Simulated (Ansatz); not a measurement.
# Li(110) film, 5 layers, flat: channels in plane against thickness

Aim: the ballistic channels of flat films against thickness, first Li(110) film, 5 layers, flat.

Method: Ansatz plane-wave DFT, PBE, PAW files; ballistic transport by layer matching (Landauer), zero bias; PAW set soft_1, in Ansatz 0.2.0.

## (1) Starting point

The cell holds 10 atoms: 10 Li. Cell: a = 20.928 Å, b = 3.510 Å, c = 4.964 Å, α = 90.0°, β = 90.0°, γ = 90.0°. It derives from Li. Vacuum lies along a. The structure's axis is c.

## (2) With 5 layers

Vacuum lies along the first vector, which takes one k-point, and the current runs in the film's plane. One period is a perfect wire, so its channels are the result. Energies from -0.27 to 0.27 eV in steps of 0.036 eV cover the slope of the Fermi function at 300 K, so the program can form a conductance.

File input.yaml:

```yaml
crystal:
  lattice:
    - [20.9277792079, 0.0, 0.0]
    - [0.0, 3.51, 0.0]
    - [0.0, 0.0, 4.9638896039]
  atoms:
    - { symbol: Li, position: [0.2150252043, 0.0, 0.0] }
    - { symbol: Li, position: [0.2150252043, 0.5, 0.5] }
    - { symbol: Li, position: [0.3336209128, 0.5, 0.0] }
    - { symbol: Li, position: [0.3336209128, 0.0, 0.5] }
    - { symbol: Li, position: [0.4522166213, 0.0, 0.0] }
    - { symbol: Li, position: [0.4522166213, 0.5, 0.5] }
    - { symbol: Li, position: [0.5708123297, 0.5, 0.0] }
    - { symbol: Li, position: [0.5708123297, 0.0, 0.5] }
    - { symbol: Li, position: [0.6894080382, 0.0, 0.0] }
    - { symbol: Li, position: [0.6894080382, 0.5, 0.5] }
kpoints:
  mp_grid: { grid: [1, 12, 9] }
hamiltonian:
  xc: pbe
  pseudopotentials: { kind: paw, azcp: { folder: soft_1 } }
scf:
  occupations: { method: fermi_dirac, width: 0.1 }
output:
  transmission:
    leads: [[0, 0]]
    kmesh: [1, 26]
    e_range: [-0.27, 0.27]
    de: 0.036
```

Started as:

```
$ ansatz run input.yaml --threads 4 --pin off --max-ram 8192MiB --backend cpu --events-out ev --progress --plain --runs-dir out
```

Numbers of over 12 decimals in the logs are rounded to 6 here.

The log of the run:

```text
Engine: ansatz 0.2.0, aarch64-unknown-linux-gnu
Pseudopotentials: kind: paw
Pseudopotential: Li, paw, valence charge 3, recommended cutoff 420 eV (normal), soft_1/Li.paw.azcp
Functional definition: PBE
  parameter kappa = 0.804
  parameter beta = 0.066725
  exchange = pbe_x(kappa = kappa, mu = beta*pi^2/3)
  correlation = pbe_c(beta = beta)
Crystal: 10 atoms, lattice volume = 364.630 Å³
Basis set: ecut = 420 eV, 7151 PW (Γ)
Bands: 25, of which v1, the nominal top of the filled ones, is band 15 counted from 1 (14 counted from 0)
Symmetry: 16 space group operations
Space group: Cmmm (ITA 65), of the structure as read, at distance tolerance 7.1e-5 Å
k-points: 35 of 108
Non-local potential: Li, projectors of the file, l = 0: 3, l = 1: 2, l = 2: 1
PAW form: soft (Blöchl's): semilocal exchange-correlation on the pseudo side does not see the compensation charge
PAW one-centre angular grid: Li, 110 points (default); XC on 96 Gauss nodes
Initial density: superposition of atomic densities (neutral atoms: chi_scale 0, normalization atom)
Initial wavefunctions: pseudopotential atomic-orbital guess
Functional: x = pbe(κ = 0.804, μ = 0.219515), c = pbe(β = 0.066725)
SCF iter   1: F=—  HF=-2047.401428 eV  |F-HF|=—  |Δ(HF+E_count)|=         —  Δρ=9.89e-3  dr2=1.42e1  ethr=3.10e-3  ⟨swp⟩=9.2  Hψ=5472  notcnv=0  defer=2
preconditioner: auto → LDOS  [metal: Δε(μ)=0.025 eV  Ē_g=3.787 eV  σ=0.100 eV  W_gap=0.06  n_scr=30 (ndim 8)  ℏωp=6.1 eV  f_vac=0.275  D(μ)=4.71/eV (n_scr^D=20)  β→1.0]
SCF iter   2: F=—  HF=-2046.949365 eV  |F-HF|=—  |Δ(HF+E_count)|=   4.52e-1  Δρ=1.20e-2  dr2=2.09e1  ethr=3.10e-3  ⟨swp⟩=5.1  Hψ=2776  notcnv=0  defer=21
SCF iter   3: F=—  HF=-2045.868439 eV  |F-HF|=—  |Δ(HF+E_count)|=    1.08e0  Δρ=2.17e-3  dr2=1.26e-1  ethr=3.10e-3  ⟨swp⟩=3.8  Hψ=1994  notcnv=0  defer=3
SCF iter   4: F=—  HF=-2045.880173 eV  |F-HF|=—  |Δ(HF+E_count)|=   1.17e-2  Δρ=1.19e-3  dr2=1.97e-1  ethr=4.19e-4  ⟨swp⟩=2.1  Hψ=1199  notcnv=0  defer=5
SCF iter   5: F=—  HF=-2045.871012 eV  |F-HF|=—  |Δ(HF+E_count)|=   9.16e-3  Δρ=2.11e-4  dr2=4.81e-3  ethr=4.19e-4  ⟨swp⟩=1.7  Hψ=987  notcnv=0  defer=5
SCF iter   6: F=—  HF=-2045.870915 eV  |F-HF|=—  |Δ(HF+E_count)|=   9.70e-5  Δρ=4.38e-5  dr2=4.44e-5  ethr=1.60e-5  ⟨swp⟩=1.1  Hψ=964  notcnv=0  defer=5
SCF iter   7: F=—  HF=-2045.870939 eV  |F-HF|=—  |Δ(HF+E_count)|=   2.35e-5  Δρ=1.70e-5  dr2=3.24e-5  ethr=1.48e-7  ⟨swp⟩=2.0  Hψ=1059  notcnv=0  defer=5
SCF iter   8: F=—  HF=-2045.870937 eV  |F-HF|=—  |Δ(HF+E_count)|=   1.35e-6  Δρ=1.10e-5  dr2=1.93e-5  ethr=1.08e-7  ⟨swp⟩=1.0  Hψ=863  notcnv=0  defer=5
SCF iter   9: F=—  HF=-2045.870936 eV  |F-HF|=—  |Δ(HF+E_count)|=   1.63e-6  Δρ=3.36e-6  dr2=1.59e-6  ethr=6.45e-8  ⟨swp⟩=1.0  Hψ=864  notcnv=0  defer=5
SCF iter  10: F=-2045.870936 eV  HF=-2045.870936 eV  |F-HF|=1.33e-9  |Δ(HF+E_count)|=   1.50e-7  Δρ=2.71e-7  dr2=2.79e-9  ethr=3.33e-10  ⟨swp⟩=6.8  Hψ=3443  notcnv=0
SCF 1 converged in 10 iterations: F = -2045.870936 eV  dr2 = 2.79e-9
  greatest PAW one-centre occupation: 1.000 electrons in one spin orbital (limit 2), on the Li atom at site 9 (counted from 0), in its partial waves of l = 0
transmission: 14 of 98 steps passed
transmission: 21 of 98 steps passed
[...]
transmission: 98 of 98 steps passed
SCF converged after 10 iterations
Free energy (F): -2045.870936 eV
Harris-Foulkes:  -2045.870936 eV  (|F-HF|=1.33e-9)
Internal energy: -2045.695222 eV  (E = F + TS)
E sigma→0 (E₀):  -2045.783079 eV
Entropy (-TS):   -0.175714 eV (-17.571 meV/atom)
Fermi energy:    -0.708106 eV
--- Per-component energies (eV) ---
  E_band       = -970.316513
  E_kinetic    = 153.479265
  E_local      = -4228.790414  (includes V_loc(G=0)·N_el)
  E_nonlocal   = -198.468798
  E_hartree    = 1789.772079
  E_xc         = -80.074248
  E_vxc        = -103.215649  (∫ρ·V_xc dr)
  E_paw        = -239.909362  (= ΣΔE_a)
  E_vpaw       = -172.864098  (= ΣTr[D̂ρ^β])
  E_aug_tail   = 0.002571  (compensation charges beyond the density's cutoff)
  E_ewald      = 758.293684
  E_smearing   = -0.175714  (= −TS)
  E_closure    = 0.000000  (closes the sum)
  Σ components = -2045.870936   (vs F -2045.870936, Δ=0.00e0)
--- Band table (eV; the first three rows and the last of 35) ---
  k-point 0: bands = [... 11 lower, -3.6992, -2.9941, -2.0182, -0.9633, -0.4183, -0.3136, 0.1351, 0.9651, ... 6 higher]
  k-point 1: bands = [... 11 lower, -3.6414, -2.9353, -1.9572, -0.8963, -0.6620, -0.3443, -0.2324, 0.5582, ... 6 higher]
  k-point 2: bands = [... 11 lower, -3.4680, -2.7590, -1.7745, -1.3425, -0.9320, -0.6959, -0.1757, -0.1224, ... 6 higher]
  k-point 34: bands = [... 11 lower, -0.9047, -0.6837, -0.6837, -0.4549, -0.4549, -0.3843, -0.3843, -0.3404, ... 6 higher]
--- Transmission ---
  basis      : 635 plane waves across, 7 finite elements along
  points     : 14, standing for a mesh of 1 x 26
  filling    : by the input's occupations and mesh, since the crystals that have channels conduct as metals do. If one of these is a semiconductor, that mesh has misplaced its level
  energies   : 16 from -0.270000 to 0.270000 eV about the Fermi level, 0.036000 eV apart; the leads are filled to 0.000000 eV, and channels, transmission and decay are at 0.018000 eV
  crystal 0  : Li10, at the sites [0, 0], period 4.9639 Å: whole cells are its period
    offset         : up to 0.0000 Å between an atom of the period and one for which it stands
    filled         : 7.4 meV under the level at which it is neutral
    channels       : 4.346154e0 a spin
    conductance    : 4.5402e14 S/m² at 300 K; may be off by some 0.0 % by where its bands' edges are placed, 4.8 % from the k-mesh, 0.2 % from the distance to neutral
```

Wall time 19 min (4 threads of Arm Neoverse V1, shared host); peak memory 4.2 GiB; 74 min of CPU time.

This step gave:

* free energy: -2045.8709 eV
* energy at zero smearing: -2045.7831 eV
* Fermi energy: -0.7081 eV
* cell area: 73.46 Å²
* estimated errors of the lead's conductance: 0, 4.8, 0.2 % (band edges, k-mesh, distance from neutral)
* lead conductance per cell: 4.304 G₀

Per spin. Open channels, zone mean, lead against energy, zero at the Fermi level:

```csv
energy (eV),"open channels, zone mean, lead"
-0.270,3.85
-0.234,4.04
-0.198,4.04
-0.162,4.19
-0.126,4.19
-0.090,4.27
-0.054,4.27
-0.018,4.27
0.018,4.35
0.054,4.27
0.090,4.5
0.126,4.58
0.162,4.58
0.198,4.27
0.234,4.5
0.270,4.58
```

The program's largest error estimate for it is 4.8 %, from the k-mesh.

## (3) With 6 layers, thickness 14.892 A

The film grows to 6 layers.

System of this step: Li(110) film, 6 layers, flat. The cell holds 12 atoms: 12 Li. Cell: a = 23.410 Å, b = 3.510 Å, c = 4.964 Å, α = 90.0°, β = 90.0°, γ = 90.0°. It derives from Li. Vacuum lies along a. The structure's axis is c.

input.yaml, the sections that differ from step 2:

```yaml
crystal:
  lattice:
    - [23.4097240098, 0.0, 0.0]
    - [0.0, 3.51, 0.0]
    - [0.0, 0.0, 4.9638896039]
  atoms:
    - { symbol: Li, position: [0.1922278109, 0.0, 0.0] }
    - { symbol: Li, position: [0.1922278109, 0.5, 0.5] }
    - { symbol: Li, position: [0.29824977, 0.5, 0.0] }
    - { symbol: Li, position: [0.29824977, 0.0, 0.5] }
    - { symbol: Li, position: [0.4042717291, 0.0, 0.0] }
    - { symbol: Li, position: [0.4042717291, 0.5, 0.5] }
    - { symbol: Li, position: [0.5102936883, 0.5, 0.0] }
    - { symbol: Li, position: [0.5102936883, 0.0, 0.5] }
    - { symbol: Li, position: [0.6163156474, 0.0, 0.0] }
    - { symbol: Li, position: [0.6163156474, 0.5, 0.5] }
    - { symbol: Li, position: [0.7223376065, 0.5, 0.0] }
    - { symbol: Li, position: [0.7223376065, 0.0, 0.5] }
# kpoints, hamiltonian, scf, output: as in step 2
```

The log of the run:

```text
[...]
Crystal: 12 atoms, lattice volume = 407.874 Å³
Basis set: ecut = 420 eV, 7977 PW (Γ)
Bands: 30, of which v1, the nominal top of the filled ones, is band 18 counted from 1 (17 counted from 0)
[... 1 set-up line as in the run before ...]
[...]
k-points: 35 of 108
[...]
k-point 34: bands = [... 14 lower, -0.5920, -0.5920, -0.3538, -0.3538, -0.2840, -0.2840, -0.1939, -0.1939, ... 8 higher]
--- Transmission ---
  basis      : 709 plane waves across, 7 finite elements along
  points     : 14, standing for a mesh of 1 x 26
[...]
crystal 0  : Li12, at the sites [0, 0], period 4.9639 Å: whole cells are its period
[...]
filled         : 12.3 meV under the level at which it is neutral
    channels       : 5.230769e0 a spin
[...]
[key lines of the parts left out:]
SCF converged after 10 iterations
Free energy (F): -2455.258750 eV
Fermi energy:    -0.539588 eV
```

Elapsed: 28 min, on 4 threads; peak memory 5.2 GiB.

This step gave:

```yaml
free_energy: -2455.2587 eV
energy_at_zero_smearing: -2455.1583 eV
fermi_energy: -0.5396 eV
cell_area: 82.17 Å²
estimated_errors_of_the_lead_s_conductance: 0, 6.2, 0.4 % (band edges, k-mesh, distance from neutral)
lead_conductance_per_cell: 5.155 G₀
```

Per spin. The open channels, zone mean, lead by energy, zero at the Fermi level:

```csv
energy (eV),"open channels, zone mean, lead"
-0.270,4.65
-0.234,4.81
-0.198,4.81
-0.162,4.81
-0.126,4.85
-0.090,5
-0.054,5.08
-0.018,5.08
0.018,5.23
0.054,5.38
0.090,5.23
0.126,5.23
0.162,5.54
0.198,5.62
0.234,5.15
0.270,5.38
```

The lead conductance per cell is 5.15 G₀, 20 % over the 4.30 G₀ of the last finished run.

## (4) With 7 layers, thickness 17.374 A

The film grows to 7 layers.

System of this step: Li(110) film, 7 layers, flat. The cell holds 14 atoms: 14 Li. Cell: a = 25.892 Å, b = 3.510 Å, c = 4.964 Å, α = 90.0°, β = 90.0°, γ = 90.0°. It derives from Li. Vacuum lies along a. The structure's axis is c.

input.yaml, the sections that differ from step 3:

```yaml
crystal:
  lattice:
    - [25.8916688118, 0.0, 0.0]
    - [0.0, 3.51, 0.0]
    - [0.0, 0.0, 4.9638896039]
  atoms:
    - { symbol: Li, position: [0.1738010799, 0.0, 0.0] }
    - { symbol: Li, position: [0.1738010799, 0.5, 0.5] }
    - { symbol: Li, position: [0.2696598992, 0.5, 0.0] }
    - { symbol: Li, position: [0.2696598992, 0.0, 0.5] }
    - { symbol: Li, position: [0.3655187185, 0.0, 0.0] }
    - { symbol: Li, position: [0.3655187185, 0.5, 0.5] }
    - { symbol: Li, position: [0.4613775378, 0.5, 0.0] }
    - { symbol: Li, position: [0.4613775378, 0.0, 0.5] }
    - { symbol: Li, position: [0.5572363571, 0.0, 0.0] }
    - { symbol: Li, position: [0.5572363571, 0.5, 0.5] }
    - { symbol: Li, position: [0.6530951764, 0.5, 0.0] }
    - { symbol: Li, position: [0.6530951764, 0.0, 0.5] }
    - { symbol: Li, position: [0.7489539957, 0.0, 0.0] }
    - { symbol: Li, position: [0.7489539957, 0.5, 0.5] }
# kpoints, hamiltonian, scf, output: as in step 3
```

The log of the run:

```text
[...]
Crystal: 14 atoms, lattice volume = 451.117 Å³
Basis set: ecut = 420 eV, 8813 PW (Γ)
Bands: 35, of which v1, the nominal top of the filled ones, is band 21 counted from 1 (20 counted from 0)
[... 1 set-up line as in the run before ...]
[...]
k-points: 35 of 108
[...]
k-point 34: bands = [... 17 lower, -0.5148, -0.3187, -0.3187, -0.1615, -0.1615, -0.1406, -0.1406, -0.0758, ... 10 higher]
--- Transmission ---
  basis      : 785 plane waves across, 7 finite elements along
  points     : 14, standing for a mesh of 1 x 26
[...]
crystal 0  : Li14, at the sites [0, 0], period 4.9639 Å: whole cells are its period
[...]
filled         : 7.5 meV under the level at which it is neutral
    channels       : 6.115385e0 a spin
[...]
[key lines of the parts left out:]
SCF converged after 11 iterations
Free energy (F): -2864.636970 eV
Fermi energy:    -0.410164 eV
```

It took 45 min on 4 threads; peak memory 5.4 GiB; 2.8 h of CPU time.

Numbers from this step:

- free energy: -2864.6370 eV
- energy at zero smearing: -2864.5159 eV
- Fermi energy: -0.4102 eV
- cell area: 90.88 Å²
- estimated errors of the lead's conductance: 0, 2.7, 0.2 % (band edges, k-mesh, distance from neutral)
- lead conductance per cell: 6.004 G₀

Per spin. The open channels, zone mean, lead by energy, zero at the Fermi level:

```csv
energy (eV),"open channels, zone mean, lead"
-0.270,5.54
-0.234,5.54
-0.198,5.62
-0.162,5.62
-0.126,5.69
-0.090,5.85
-0.054,5.88
-0.018,5.96
0.018,6.12
0.054,6.19
0.090,6.19
0.126,6.19
0.162,6.12
0.198,6.42
0.234,6.27
0.270,6.04
```

The lead conductance per cell is 6.00 G₀, 16 % over the 5.15 G₀ of the last finished run.

## (5) All levels side by side

Times are for 4 threads of Arm Neoverse V1, shared host. The series side by side:

```csv
no.,layers,lead conductance per cell (G₀),time,memory (GiB)
1,5,4.304,19 min,4.2
2,6,5.155,28 min,5.2
3,7,6.004,45 min,5.4
```

The runs together. Open channels, zone mean against energy, zero at the Fermi level:

```csv
energy (eV),5,6,7
-0.270,3.85,4.65,5.54
-0.234,4.04,4.81,5.54
-0.198,4.04,4.81,5.62
-0.162,4.19,4.81,5.62
-0.126,4.19,4.85,5.69
-0.090,4.27,5,5.85
-0.054,4.27,5.08,5.88
-0.018,4.27,5.08,5.96
0.018,4.35,5.23,6.12
0.054,4.27,5.38,6.19
0.090,4.5,5.23,6.19
0.126,4.58,5.23,6.19
0.162,4.58,5.54,6.12
0.198,4.27,5.62,6.42
0.234,4.5,5.15,6.27
0.270,4.58,5.38,6.04
```

## (6) Summary of results

| Property | Result |
| --- | --- |
| conductance per cell, 5 layers | 4.30 G₀ |
| conductance per cell, 6 layers | 5.15 G₀ |
| conductance per cell, 7 layers | 6.00 G₀ |

In words: The conductance per cell width goes from 4.30 G0 at 5 to 6.00 G0 at 7 layers. Over the film's own cross-section (layers × spacing × width) the conductance runs from 0.77 to 0.76×10¹⁵ S/m²; that nominal section leaves out the charge that spills into the vacuum, which flatters the thinnest films. The gains from one thickness to the next are 0.85 and 0.85 G0 per added layer; their spread isn't beyond the error estimates. The film repeats perfectly along the current, so nothing scatters; its faces are clean and not relaxed.

[Logs are printed without paths, hosts, clocks, repeated set-up lines and the standing remarks that a program may print on its own settings, such as how far it seeks lower states.]

[Hosts, paths, dates, database ids (printed as entryN), source tags and the programs' standing remarks are cut or masked in the printed files.]
